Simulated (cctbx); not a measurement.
# What is wrong with this refinement?

Cell a = 4.8720 Å, b = 4.8720 Å, c = 4.8720 Å, α = 90.00°, β = 90.00°, γ = 90.00°; space group Pm-3m (no. 221). The compound is EuMoS3.

Simulated single-crystal data (cctbx): Mo Kα, λ = 0.71073 Å, to d = 0.84 Å, 50 % of the full sphere, strongest reflection 5000 counts, noise from counting, a 3 % proportional error and a noise floor of 2 counts (s.d.); no absorption.

An isotropic refinement with weights 1/σ² prints:

```text
Rint 0.032, 36 unique reflections to 0.85 A
cycle     R1     wR2    GooF  max shift (A)
   1  0.4220  0.7746  48.188   0.19243
   4  0.0838  0.3146  19.572   0.00000
final R1 0.0838 wR2 0.3146 GooF 19.572  parameters 5  data/parameter 7.2
atom        x        y        z      Ueq    occ   su(xyz)  su(Uiso or U11)
Eu1    0.00000  0.00000  0.00000   0.0039  1.000  0.00000  0.0047
Mo1    0.50000  0.50000  0.50000   0.0049  1.000  0.00000  0.0055
S1     0.50000  0.00000  0.50000   0.0056  1.000  0.00000  0.0080
S2     0.50804  0.00000  1.00000   0.4399  1.000  0.45859  0.1343
difference map: max 11.08 min -3.96 rms 1.01
Q1    0.0000  0.0000  0.0000    1   11.08  0.00 A from Eu1
Q2    0.5000  0.5000  0.5000    1    6.68  0.00 A from Mo1
Q3    0.0000  0.5000  0.5000    3    2.65  0.00 A from S1
Q4    0.3559  0.3559  0.3559    8    1.28  1.22 A from Mo1
Q5    0.2687  0.5000  0.5000    6    1.04  1.13 A from Mo1
Q6    0.1468  0.1468  0.1468    8    0.83  1.24 A from Eu1
```

Q: Accept it or mend it, and why?

Mend it. The fault: spurious atom: S2. Against the right model at the same level, R1 goes from 0.0073 to 0.0838 and GooF from 0.94 to 19.57, S2 takes U = 0.44 Å² and the top difference peak, 11.1 e/Å³, lies on Eu1. A site with no density behind it hides by a very large U or drifts.

The compound is EuMoS3. The right model at the same level gives:

```text
Rint 0.032, 36 unique reflections to 0.85 A
cycle     R1     wR2    GooF  max shift (A)
   1  0.1081  0.2312  13.941   0.00000
   2  0.0073  0.0155   0.937   0.00000
final R1 0.0073 wR2 0.0155 GooF 0.937  parameters 3  data/parameter 12.0
atom        x        y        z      Ueq    occ   su(xyz)  su(Uiso or U11)
Eu1    0.00000  0.00000  0.00000   0.0033  1.000  0.00000  0.0002
Mo1    0.50000  0.50000  0.50000   0.0043  1.000  0.00000  0.0002
S1     0.50000  0.00000  0.50000   0.0050  1.000  0.00000  0.0003
difference map: max 0.29 min -0.28 rms 0.07
Q1    0.0000  0.0000  0.4255    6    0.29  2.07 A from Eu1
Q2    0.0000  0.0000  0.0000    1    0.19  0.00 A from Eu1
Q3    0.3066  0.5000  0.5000    6    0.14  0.94 A from Mo1
Q4    0.0000  0.5000  0.5000    3    0.14  0.00 A from S1
Q5    0.3555  0.3555  0.3555    8    0.12  1.22 A from Mo1
Q6    0.5000  0.5000  0.5000    1    0.11  0.00 A from Mo1
```

The model is made up (kin elements in a known structure type, no relaxation), so it says nothing on whether the phase exists.

[Middle refinement cycles are left out of these outputs.]

[Logs are printed without paths, hosts, clocks, repeated set-up lines and the standing remarks that a program may print on its own settings, such as how far it seeks lower states.]
